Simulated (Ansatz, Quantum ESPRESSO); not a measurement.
# Screening and band shifts of antimonene, 1 layer, part 6 of 6

Wanted: polarisability and gap of antimonene, 1 layer against a perpendicular field.

Quantum ESPRESSO 7.5; plane-wave DFT, PBE, GBRV ultrasoft pseudopotentials; geometry and cross-check by Ansatz 0.2.0 with PAW datasets.

So far. Step 14 (Valence density): The density integrates to 30.000 electrons, as the 30 of the input ask. Step 19 (Cross-check with Ansatz: field 0.1 V/Å): At 0.1 V/Å Ansatz's dipole is 0.0368 e Å against 0.0368 from pw.x.

## 22. SCF with pw.x, with diagonalization = cg and eopreg = 0.01

A sensitivity test on the input.

Level of this step: plane-wave DFT, PBE, GBRV ultrasoft pseudopotentials (Quantum ESPRESSO 7.5).

File f1.w0.in:

```
&control
  prefix = 'f1.w0'
  outdir = './out'
  pseudo_dir = './pseudo'
  calculation = 'scf'
  tprnfor = .true.
  tefield = .true.
  dipfield = .true.
/
&system
  ibrav = 0
  nat = 2
  ntyp = 1
  ecutwfc = 40
  ecutrho = 200
  occupations = 'smearing'
  smearing = 'fd'
  degauss = 0.004
  edir = 3
  emaxpos = 0.97
  eopreg = 0.01
  eamp = 0.00194469
/
&electrons
  conv_thr = 1e-09
  mixing_beta = 0.4
  electron_maxstep = 120
  mixing_mode = 'plain'
  diagonalization = 'cg'
/
ATOMIC_SPECIES
  Sb  121.7600  sb_pbe_v1.4.uspp.F.UPF
CELL_PARAMETERS angstrom
  4.12232118356679 0.00000000000000 0.00000000000000
  -2.06116059178340 3.57003486752758 0.00000000000000
  0.00000000000000 0.00000000000000 18.65000000000000
ATOMIC_POSITIONS crystal
  Sb  0.666666666667 0.333333333333 0.456186911757
  Sb  0.333333333333 0.666666666667 0.543813088243
K_POINTS automatic
  12 12 1 0 0 0
```

The run is started by

```bash
$ OMP_NUM_THREADS=1 mpirun -n 4 pw.x -nk 4 -in f1.w0.in > f1.w0.out
```

The program printed:

```text
[banner, memory and clock lines left out]
Program PWSCF v.7.5 starts
[citation notice left out]

[...]
bravais-lattice index     =            0
     lattice parameter (alat)  =       7.7901  a.u.
     unit-cell volume          =    1852.2079 (a.u.)^3
     number of atoms/cell      =            2
     number of atomic types    =            1
     number of electrons       =        30.00
     number of Kohn-Sham states=           19
     kinetic-energy cutoff     =      40.0000  Ry
     charge density cutoff     =     200.0000  Ry
     scf convergence threshold =      1.0E-09
     mixing beta               =       0.4000
     number of iterations used =            8  plain     mixing
     Exchange-correlation=  SLA  PW   PBX  PBC
                           (   1   4   3   4   0   0   0)

[...]
PseudoPot. # 1 for Sb read from file:
     ./pseudo/sb_pbe_v1.4.uspp.F.UPF
     Pseudo is Ultrasoft + core correction, Zval = 15.0
     Generated by new atomic code, or converted to UPF format
     Using radial grid of  891 points,  6 beta functions with:
                l(1) =   0
                l(2) =   0
                l(3) =   1
                l(4) =   1
                l(5) =   2
                l(6) =   2
     Q(r) pseudized with  8 coefficients,  rinner =    1.350   1.350   1.350
                                                       1.350   1.350

     atomic species   valence    mass     pseudopotential
     Sb               15.00   121.76000     Sb( 1.00)

     No symmetry found

[...]
number of k points=    74  Fermi-Dirac smearing, width (Ry)=  0.0040
[...]
Dense  grid:    88569 G-vectors     FFT dimensions: (  36,  36, 160)

     Smooth grid:    63405 G-vectors     FFT dimensions: (  32,  32, 144)

     Initial potential from superposition of free atoms

     starting charge      28.0000, renormalised to      30.0000

     negative rho (up, down):  6.535E-04 0.000E+00

     Adding external electric field

     Computed dipole along edir(3) :
        Dipole               -0.0000 Ry au,         -0.0000 Debye
        Dipole field         -0.0000 Ry au,

        E field amplitude [Ha a.u.]:  1.9447E-03
        Potential amp.        0.1357 Ry
        Total length         34.8910 bohr

     Starting wfcs are   18 randomized atomic wfcs +    1 random wfcs

     per-process dynamical memory:    89.3 Mb

     Self-consistent Calculation

     iteration #  1     ecut=    40.00 Ry     beta= 0.40
     CG style diagonalization
     ethr =  1.00E-02,  avg # of iterations =  3.6

     negative rho (up, down):  1.378E-04 0.000E+00

     Adding external electric field

     Computed dipole along edir(3) :
        Dipole                0.2291 Ry au,          0.5823 Debye
        Dipole field          0.0016 Ry au,

        E field amplitude [Ha a.u.]:  1.9447E-03
        Potential amp.        0.0272 Ry
        Total length         34.8910 bohr

     total energy              =    -369.59845488 Ry
     estimated scf accuracy    <       2.24021361 Ry

     iteration #  2     ecut=    40.00 Ry     beta= 0.40
[...]
negative rho (up, down):  4.088E-05 0.000E+00

[...]
Dipole               -0.3615 Ry au,         -0.9189 Debye
[...]
E field amplitude [Ha a.u.]:  1.9447E-03
[...]
total energy              =    -369.84076585 Ry
     estimated scf accuracy    <       0.17317186 Ry

     iteration #  3     ecut=    40.00 Ry     beta= 0.40
[...]
negative rho (up, down):  1.130E-04 0.000E+00

[...]
Dipole                0.1049 Ry au,          0.2667 Debye
[...]
E field amplitude [Ha a.u.]:  1.9447E-03
[...]
total energy              =    -369.84195442 Ry
     estimated scf accuracy    <       0.44981114 Ry

     iteration #  4     ecut=    40.00 Ry     beta= 0.40
[...]
negative rho (up, down):  1.783E-04 0.000E+00

[...]
Dipole                0.0841 Ry au,          0.2138 Debye
[...]
E field amplitude [Ha a.u.]:  1.9447E-03
[...]
total energy              =    -369.89067487 Ry
     estimated scf accuracy    <       0.00745157 Ry

     iteration #  5     ecut=    40.00 Ry     beta= 0.40
[...]
negative rho (up, down):  2.445E-04 0.000E+00

[...]
Dipole                0.0629 Ry au,          0.1599 Debye
[...]
E field amplitude [Ha a.u.]:  1.9447E-03
[...]
total energy              =    -369.89101214 Ry
     estimated scf accuracy    <       0.00093554 Ry

     iteration #  6     ecut=    40.00 Ry     beta= 0.40
[...]
negative rho (up, down):  2.688E-04 0.000E+00

[...]
Dipole                0.0685 Ry au,          0.1741 Debye
[...]
E field amplitude [Ha a.u.]:  1.9447E-03
[...]
total energy              =    -369.89111232 Ry
     estimated scf accuracy    <       0.00014193 Ry

[...]
iteration #  9     ecut=    40.00 Ry     beta= 0.40
[...]
negative rho (up, down):  2.904E-04 0.000E+00

[...]
Dipole                0.0696 Ry au,          0.1770 Debye
[...]
E field amplitude [Ha a.u.]:  1.9447E-03
[...]
total energy              =    -369.89112937 Ry
     estimated scf accuracy    <       0.00000020 Ry

     iteration # 10     ecut=    40.00 Ry     beta= 0.40
[...]
negative rho (up, down):  2.934E-04 0.000E+00

[...]
Dipole                0.0695 Ry au,          0.1767 Debye
[...]
E field amplitude [Ha a.u.]:  1.9447E-03
[...]
total energy              =    -369.89112941 Ry
     estimated scf accuracy    <          5.4E-09 Ry

     iteration # 11     ecut=    40.00 Ry     beta= 0.40
[...]
negative rho (up, down):  2.954E-04 0.000E+00

[...]
Dipole                0.0695 Ry au,          0.1768 Debye
[...]
E field amplitude [Ha a.u.]:  1.9447E-03
[...]
total energy              =    -369.89112941 Ry
     estimated scf accuracy    <          1.5E-09 Ry

     iteration # 12     ecut=    40.00 Ry     beta= 0.40
[...]
negative rho (up, down):  2.984E-04 0.000E+00

[...]
Dipole                0.0696 Ry au,          0.1768 Debye
[...]
E field amplitude [Ha a.u.]:  1.9447E-03
[...]
End of self-consistent calculation

          k = 0.0000 0.0000 0.0000 (  7925 PWs)   bands (ev):

   -30.2167 -30.2167 -30.1459 -30.1459 -30.1010 -30.0397 -30.0397 -30.0033
   -29.9598 -29.9598 -12.9006  -7.9433  -2.2232  -1.6554  -1.6554  -0.0757
     1.1434   1.1434   2.4030

          k = 0.0000 0.0962 0.0000 (  7891 PWs)   bands (ev):

   -30.2163 -30.2132 -30.1454 -30.1437 -30.1001 -30.0413 -30.0398 -30.0043
   -29.9638 -29.9600 -12.8270  -7.9416  -2.3722  -2.1922  -1.8234   0.4214
     1.0505   1.3065   2.4949

[...]
the Fermi energy is    -1.0329 ev

!    total energy              =    -369.89112941 Ry
     estimated scf accuracy    <          4.4E-11 Ry
     smearing contrib. (-TS)   =      -0.00000004 Ry
     internal energy E=F+TS    =    -369.89112938 Ry

     The total energy is F=E-TS. E is the sum of the following terms:
     one-electron contribution =   -1029.53853998 Ry
     hartree contribution      =     519.32351556 Ry
     xc contribution           =     -88.01433467 Ry
     ewald contribution        =     228.33846744 Ry
     electric field correction =      -0.00023773 Ry

     convergence has been achieved in  12 iterations

     negative rho (up, down):  2.984E-04 0.000E+00

     Forces acting on atoms (cartesian axes, Ry/au):

     atom    1 type  1   force =    -0.00000003   -0.00000014   -0.00069794
     atom    2 type  1   force =     0.00000003    0.00000014    0.00069794

     Total force =     0.000987     Total SCF correction =     0.000006

[...]
```

It took 59 s on 4 MPI ranks of Arm Neoverse V2, shared host; peak memory 0.59 GiB; 3.9 min of CPU time.

Beside the run it was changed from:

| quantity | this run | unchanged run | difference |
| --- | --- | --- | --- |
| dipole along the normal (e·Å) | 0.03681 | 0.03677 | 4.2e-5 |
| free energy (eV) | -5032.625 | -5032.625 | -1.4e-7 |
| wall time (s) | 59 | 30 |  |
| SCF iterations | 12 | 8 |  |

The free energy moves by -6.8e-05 meV an atom.

This run starts from superposed atoms, the unchanged one from a saved density, so their iteration counts don't compare.

The physical values in this table move by up to 0.11 %.

## 23. SCF with pw.x, with no tefield

Another try, with an input changed as a hurried user might.

File f1.bad.in:

```
&control
  prefix = 'f1.bad'
  outdir = './out'
  pseudo_dir = './pseudo'
  calculation = 'scf'
  tprnfor = .true.
  dipfield = .true.
/
&system
  ibrav = 0
  nat = 2
  ntyp = 1
  ecutwfc = 40
  ecutrho = 200
  occupations = 'smearing'
  smearing = 'fd'
  degauss = 0.004
  edir = 3
  emaxpos = 0.97
  eopreg = 0.04
  eamp = 0.00194469
/
&electrons
  conv_thr = 1e-09
  mixing_beta = 0.4
  electron_maxstep = 50
  mixing_mode = 'plain'
/
ATOMIC_SPECIES
  Sb  121.7600  sb_pbe_v1.4.uspp.F.UPF
CELL_PARAMETERS angstrom
  4.12232118356679 0.00000000000000 0.00000000000000
  -2.06116059178340 3.57003486752758 0.00000000000000
  0.00000000000000 0.00000000000000 18.65000000000000
ATOMIC_POSITIONS crystal
  Sb  0.666666666667 0.333333333333 0.456186911757
  Sb  0.333333333333 0.666666666667 0.543813088243
K_POINTS automatic
  12 12 1 0 0 0
```

The run is started by

```bash
$ OMP_NUM_THREADS=1 mpirun -n 4 pw.x -nk 4 -in f1.bad.in > f1.bad.out
```

The program printed:

```text
[banner, memory and clock lines left out]
Program PWSCF v.7.5 starts
[citation notice left out]

[...]
Message from routine setup:
[...]
bravais-lattice index     =            0
     lattice parameter (alat)  =       7.7901  a.u.
     unit-cell volume          =    1852.2079 (a.u.)^3
     number of atoms/cell      =            2
     number of atomic types    =            1
     number of electrons       =        30.00
     number of Kohn-Sham states=           19
     kinetic-energy cutoff     =      40.0000  Ry
     charge density cutoff     =     200.0000  Ry
     scf convergence threshold =      1.0E-09
     mixing beta               =       0.4000
     number of iterations used =            8  plain     mixing
     Exchange-correlation=  SLA  PW   PBX  PBC
                           (   1   4   3   4   0   0   0)

[...]
PseudoPot. # 1 for Sb read from file:
     ./pseudo/sb_pbe_v1.4.uspp.F.UPF
     Pseudo is Ultrasoft + core correction, Zval = 15.0
     Generated by new atomic code, or converted to UPF format
     Using radial grid of  891 points,  6 beta functions with:
                l(1) =   0
                l(2) =   0
                l(3) =   1
                l(4) =   1
                l(5) =   2
                l(6) =   2
     Q(r) pseudized with  8 coefficients,  rinner =    1.350   1.350   1.350
                                                       1.350   1.350

     atomic species   valence    mass     pseudopotential
     Sb               15.00   121.76000     Sb( 1.00)

     12 Sym. Ops., with inversion, found

[...]
number of k points=    19  Fermi-Dirac smearing, width (Ry)=  0.0040
[...]
Dense  grid:    88569 G-vectors     FFT dimensions: (  36,  36, 160)

     Smooth grid:    63405 G-vectors     FFT dimensions: (  32,  32, 144)

     Initial potential from superposition of free atoms

     starting charge      28.0000, renormalised to      30.0000

     negative rho (up, down):  6.535E-04 0.000E+00
     Starting wfcs are   18 randomized atomic wfcs +    1 random wfcs

     per-process dynamical memory:    61.2 Mb

     Self-consistent Calculation

     iteration #  1     ecut=    40.00 Ry     beta= 0.40
     Davidson diagonalization with overlap
     ethr =  1.00E-02,  avg # of iterations =  8.2

     negative rho (up, down):  5.884E-05 0.000E+00

     total energy              =    -369.59082910 Ry
     estimated scf accuracy    <       2.26061218 Ry

     iteration #  2     ecut=    40.00 Ry     beta= 0.40
[...]
negative rho (up, down):  2.835E-05 0.000E+00

[...]
total energy              =    -369.86951412 Ry
     estimated scf accuracy    <       0.12095840 Ry

     iteration #  3     ecut=    40.00 Ry     beta= 0.40
[...]
negative rho (up, down):  1.256E-04 0.000E+00

[...]
total energy              =    -369.89067647 Ry
     estimated scf accuracy    <       0.00704313 Ry

     iteration #  4     ecut=    40.00 Ry     beta= 0.40
[...]
negative rho (up, down):  2.709E-04 0.000E+00

[...]
total energy              =    -369.89092714 Ry
     estimated scf accuracy    <       0.00111213 Ry

     iteration #  5     ecut=    40.00 Ry     beta= 0.40
[...]
negative rho (up, down):  2.601E-04 0.000E+00

[...]
total energy              =    -369.89098665 Ry
     estimated scf accuracy    <       0.00001705 Ry

     iteration #  6     ecut=    40.00 Ry     beta= 0.40
[...]
negative rho (up, down):  2.691E-04 0.000E+00

[...]
total energy              =    -369.89099349 Ry
     estimated scf accuracy    <       0.00000300 Ry

     iteration #  7     ecut=    40.00 Ry     beta= 0.40
[...]
negative rho (up, down):  2.791E-04 0.000E+00

[...]
total energy              =    -369.89099402 Ry
     estimated scf accuracy    <       0.00000029 Ry

     iteration #  8     ecut=    40.00 Ry     beta= 0.40
[...]
negative rho (up, down):  2.860E-04 0.000E+00

[...]
total energy              =    -369.89099410 Ry
     estimated scf accuracy    <       0.00000002 Ry

     iteration #  9     ecut=    40.00 Ry     beta= 0.40
[...]
negative rho (up, down):  2.908E-04 0.000E+00

[...]
total energy              =    -369.89099414 Ry
     estimated scf accuracy    <          3.9E-09 Ry

     iteration # 10     ecut=    40.00 Ry     beta= 0.40
[...]
negative rho (up, down):  2.988E-04 0.000E+00

[...]
End of self-consistent calculation

          k = 0.0000 0.0000 0.0000 (  7925 PWs)   bands (ev):

   -30.2510 -30.2510 -30.1802 -30.1802 -30.1353 -30.0741 -30.0741 -30.0377
   -29.9941 -29.9941 -12.9350  -7.9777  -2.2573  -1.6898  -1.6898  -0.1099
     1.1090   2.6229   2.6736

          k = 0.0000 0.0962 0.0000 (  7891 PWs)   bands (ev):

   -30.2506 -30.2475 -30.1797 -30.1780 -30.1344 -30.0756 -30.0742 -30.0387
   -29.9981 -29.9943 -12.8614  -7.9760  -2.4064  -2.2267  -1.8578   0.3874
     1.0165   1.2721   2.7211

[...]
the Fermi energy is    -1.0672 ev

!    total energy              =    -369.89099416 Ry
     estimated scf accuracy    <          2.2E-10 Ry
     smearing contrib. (-TS)   =      -0.00000004 Ry
     internal energy E=F+TS    =    -369.89099413 Ry

     The total energy is F=E-TS. E is the sum of the following terms:
     one-electron contribution =   -1029.54043317 Ry
     hartree contribution      =     519.32533306 Ry
     xc contribution           =     -88.01436146 Ry
     ewald contribution        =     228.33846744 Ry

     convergence has been achieved in  10 iterations

     negative rho (up, down):  2.988E-04 0.000E+00

     Forces acting on atoms (cartesian axes, Ry/au):

     atom    1 type  1   force =    -0.00000000   -0.00000000   -0.00070843
     atom    2 type  1   force =     0.00000000    0.00000000    0.00070843

     Total force =     0.001002     Total SCF correction =     0.000074

[...]
```

The job ended after 12 s (4 MPI ranks; peak memory 0.41 GiB).

Residual by cycle:

cycle, log10 residual and a bar from the least value:
```
        1        0.4 ##############################
        2       -0.9 ##########################
        3       -2.2 ######################
        4       -3.0 ####################
        5       -4.8 ###############
        6       -5.5 ############
        7       -6.5 #########
        8       -7.7 ######
        9       -8.4 ####
       10       -9.7
```

The setting was moved on purpose (tefield left out, which switches off the field and the dipole correction alike), yet the run converged, and its energy lies within 1 meV an atom of the base run's, at the same geometry.

Beside the run it was changed from:

| quantity | this run | unchanged run | difference |
| --- | --- | --- | --- |
| free energy (eV) | -5032.623 | -5032.625 | 0.0018 |
| wall time (s) | 12 | 30 |  |
| SCF iterations | 10 | 8 |  |

The free energy moves by +0.92 meV an atom.

This run starts from superposed atoms, the unchanged one from a saved density, so their iteration counts don't compare.

## 24. A check by hand

α = Δp/E = (0.03677 − (0.00000)) e Å / 0.1 V/Å = 0.3677 e Å²/V; times e/(4πε₀) = 14.40 V Å this is 5.294 Å³. With A = 14.717 Å², 4πα/A = 4.521 Å.

## 25. What came out

| Item | Value |
| --- | --- |
| polarisability along the normal, a cell | 5.30 Å³ |
| sheet polarisability 4πα/A | 4.52 Å |
| dipole without a field | 0 e·Å |
| Kohn-Sham ionisation potential, upper face | 4.85 eV |
| gap along the path at 0 V/Å | 1.30 eV |
| gap along the path at 0.2 V/Å | 1.30 eV |
| gap along the path at 0.3 V/Å | 1.30 eV |

What this shows: The sheet answers a field with a polarisability of 5.30 Å³ a cell, or 4πα/A = 4.52 Å (PBE, GBRV ultrasoft). In pw.x the dipole follows the field linearly over the range tried. A perfect conductor 4.52 Å thick would screen alike; the outer atoms lie 1.63 Å apart. At 0.1 V/Å the sheet takes 0.452 eV off the potential drop. At 0.2 V/Å the gap along the path is unchanged within 0.01 eV. Quantum ESPRESSO and Ansatz give 5.296 and 5.299 Å³ for the polarisability (pw.x from 0 and 0.1 V/Å, Ansatz from ±0.1 V/Å), which agree. The ions stay at their zero-field places, so this is the electrons' response alone. Semilocal gaps are too small, and in strong fields empty levels can belong to the vacuum. Spin-orbit coupling is left out; depending on the atoms that carry the levels of interest, it can split and shift them by tens to hundreds of meV.

[Logs are printed without paths, hosts, clocks, repeated set-up lines and the standing remarks that a program may print on its own settings, such as how far it seeks lower states.]

[Hosts, paths, dates, database ids (printed as entryN), source tags and the programs' standing remarks are cut or masked in the printed files.]

[Maps of the electrostatic potential energy from Ansatz leave out the sawtooth potential of an applied field or a dipole correction, so their vacuum need not be flat; planar profiles and work functions include it.]
